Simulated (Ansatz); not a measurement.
# Ca on W(100): change of the work function, part 3 of 3

How does one ordered layer of Ca (hollow site) change the work function of W(100), and what dipole does each adsorbate carry?

Ansatz 0.2.0; plane-wave DFT, PBE, Ansatz PAW.

So far, work function, upper face (eV): step 2 (the clean slab) 4.14.

## (3) The covered slab (continued)

Projected DOS per atom over height of the atomic layer and energy from the Fermi level. Layers: W4 W4 W4 W4 W4 Ca from below.

Ten even steps from '_' (0.00 states/eV) to '@' (2.12 states/eV), each cell a mean:
```
##++++++==..
%%==++==++::
++::--::++::
**..::..++..
@@..::::**..
@@--::--##__
==::::--**..
++------++::
++==++==**..
##****++**__
++##**##++__
::==--==--__
::==--==::__
++**++**++__
..--==----__
..--++--..__
__::--::..__
__..::..____
__..________
____________
____________
____________
```
Columns: height of the atomic layer (Å) from 9 to 17.4 (not evenly spaced); rows upwards: energy from the Fermi level (eV) from -7.96 to 1.95.

Valence density in the ca plane at fractional y = 0.250, with atoms of W and Ca within 0.2 Å of it. It is the smooth field of the valence electrons, not physical close to the nuclei.

Ten steps, logarithmic in the rise over the least value, from '0' (0.0 e/Å³) to '9' (6.6 e/Å³), each cell a mean:
```
22333333333333333333221110000000000000000000
22334555433334555433221100000000000000000000
12235788743346888643211100000000000000000000
12236899853347999742211000000000000000000000
12236899853347999742211000000000000000000000
12235788743346888643211100000000000000000000
22334555433334555433221100000000000000000000
22333333333333333333221110000000000000000000
22333333333333333333222111000000000000000000
22333444433333444333222223210000000000000000
12334677543334677643222467531000000000000000
12236899753335899853223689852000000000000000
12236999853336999853223799962000000000000000
12235899753335899843223689852000000000000000
12334677543334677543222466531000000000000000
22333444433333444333222223210000000000000000
22333333333333333333222111000000000000000000
```
Columns run along c (16.0 Å, from fractional 0.31 to 0.90 of the cell), rows up along a (6.3 Å). Atoms in or near the plane, at fractional coordinates: W at (0.39, 0.25), W at (0.52, 0.25), W at (0.39, 0.75), W at (0.51, 0.75), Ca at (0.65, 0.25).

Electrostatic potential energy in the ca plane at fractional y = 0.250, with atoms of W and Ca within 0.2 Å of it. With pseudopotentials it is smooth inside the atoms' cores, unlike the true potential.

Ten even steps from '0' (-59 eV) to '9' (9 eV), each cell a mean:
```
99999988999999989999999999999999999999999999
99998766789998666899999999999999999999999999
99997311479986212589999999999999999999999999
99985100269984000379999999999999999999999999
99985100269984000379999999999999999999999999
99997312489986212589999999999999999999999999
99998766789998766899999999999999999999999999
99999988999999989999999999999999999999999999
99999999999999999999999999999999999999999999
99999878899999878899999988889999999999999999
99998534689998534689999754678999999999999999
99986200379986200379998510268999999999999999
99985000269985100169998400158999999999999999
99986200379986200379998510268999999999999999
99998534689998534689999755678999999999999999
99999878899999888899999988889999999999999999
99999999999999999999999999999999999999999999
```
Columns run along c (16.0 Å, from fractional 0.31 to 0.90 of the cell; values clipped at the 3rd and 97th percentile), rows up along a (6.3 Å). Atoms in or near the plane, at fractional coordinates: W at (0.39, 0.25), W at (0.52, 0.25), W at (0.39, 0.75), W at (0.51, 0.75), Ca at (0.65, 0.25).

ELF in the ca plane at fractional y = 0.250, with atoms of W and Ca within 0.2 Å of it. It is the smooth field of the valence electrons, not physical close to the nuclei.

Ten even steps from '0' (0.00) to '9' (0.85), each cell a mean:
```
44555322455555323454445543221111000000000000
44553233345553333344434454432110000000000000
44533677534534777424433344321100000000000000
44423734723425626613433333221000000000000000
44423735723425636613433333221000000000000000
44533677534534777424433344321100000000000000
44553233345553332344434454432110000000000000
44555323455555323454445543211111000000000000
44455434555455434555455310000111100000000000
44554212355554212345553112210011110000000000
44543455435543455434531379841001211000000000
44423756623423766723422799983001221000000000
34423713722423723722312899983001221000000000
44433766623423766723422799982001221000000000
44543455435543455434531378841001211000000000
44554212355554212345553112200011110000000000
44455434555455434555455310000111100000000000
```
Columns run along c (16.0 Å, from fractional 0.31 to 0.90 of the cell), rows up along a (6.3 Å). Atoms in or near the plane, at fractional coordinates: W at (0.39, 0.25), W at (0.52, 0.25), W at (0.39, 0.75), W at (0.51, 0.75), Ca at (0.65, 0.25).

The relaxation took 8 steps and lowered the energy by 0.53 eV; the largest force on the free atoms ends at 0.010 eV/Å.

By hand: a sheet of dipoles makes a step −p/(ε₀A) in the electron's potential. With e/ε₀ = 180.95 V·Å, p = 0.4012 e·Å and A = 39.94 Å², that is −180.95 × (0.4012) / 39.94 = -1.818 eV, and the two vacuum levels of the run differ by -1.818 eV.

The covered face has 2.42 eV, -1.72 eV against the clean one; the bare back face has moved by -0.02 eV, a measure of how thin the slab is.

## (4) Work function against coverage

This step: plane-wave DFT, PBE, Ansatz PAW; work function against coverage (Ansatz 0.2.0).

The runs are now put side by side.

This step gave:

```
work function of the clean face     : 4.140 eV
largest change of the work function : -1.722 eV
```

Work function of the covered face against coverage:

```
coverage (adsorbates/nm²)  work function of the covered face (eV)
                     0.00                                    4.14
                     2.50                                    2.42
```

The dipole per adsorbate comes from the change of the cell's dipole. Coverage, by row:

```
coverage (1/nm²)  coverage (ML)  work function (eV)  change (eV)  dipole per adsorbate, positive end outwards (debye)  mean height of the added atoms over the highest substrate atom (Å)
           2.504           0.25               2.418       -1.722                                                 1.81                                                               2.101
```

## (5) Summary of results

| Quantity | Value |
| --- | --- |
| work function of the clean face | 4.14 eV |
| work function at 0.25 ML | 2.42 eV |
| dipole per adsorbate at 0.25 ML, positive end outwards | 1.81 D |

What this shows: Ca lowers the work function of W(100) at the lowest coverage, by 1.72 eV: the adsorbate layer has its positive end outwards. One coverage alone was completed, so no trend follows. The slab has 5 layers, at the tabulated experimental lattice constant, one starting site was run, and quantum-size effects of a slab this thin can reach one or two tenths of an eV.

[Long decimals in the printed logs are rounded to 6 places.]

[Logs are printed without paths, hosts, clocks, repeated set-up lines and the standing remarks that a program may print on its own settings, such as how far it seeks lower states.]

[Hosts, paths, dates, database ids (printed as entryN), source tags and the programs' standing remarks are cut or masked in the printed files.]

[Maps of the electrostatic potential energy from Ansatz leave out the sawtooth potential of an applied field or a dipole correction, so their vacuum need not be flat; planar profiles and work functions include it.]
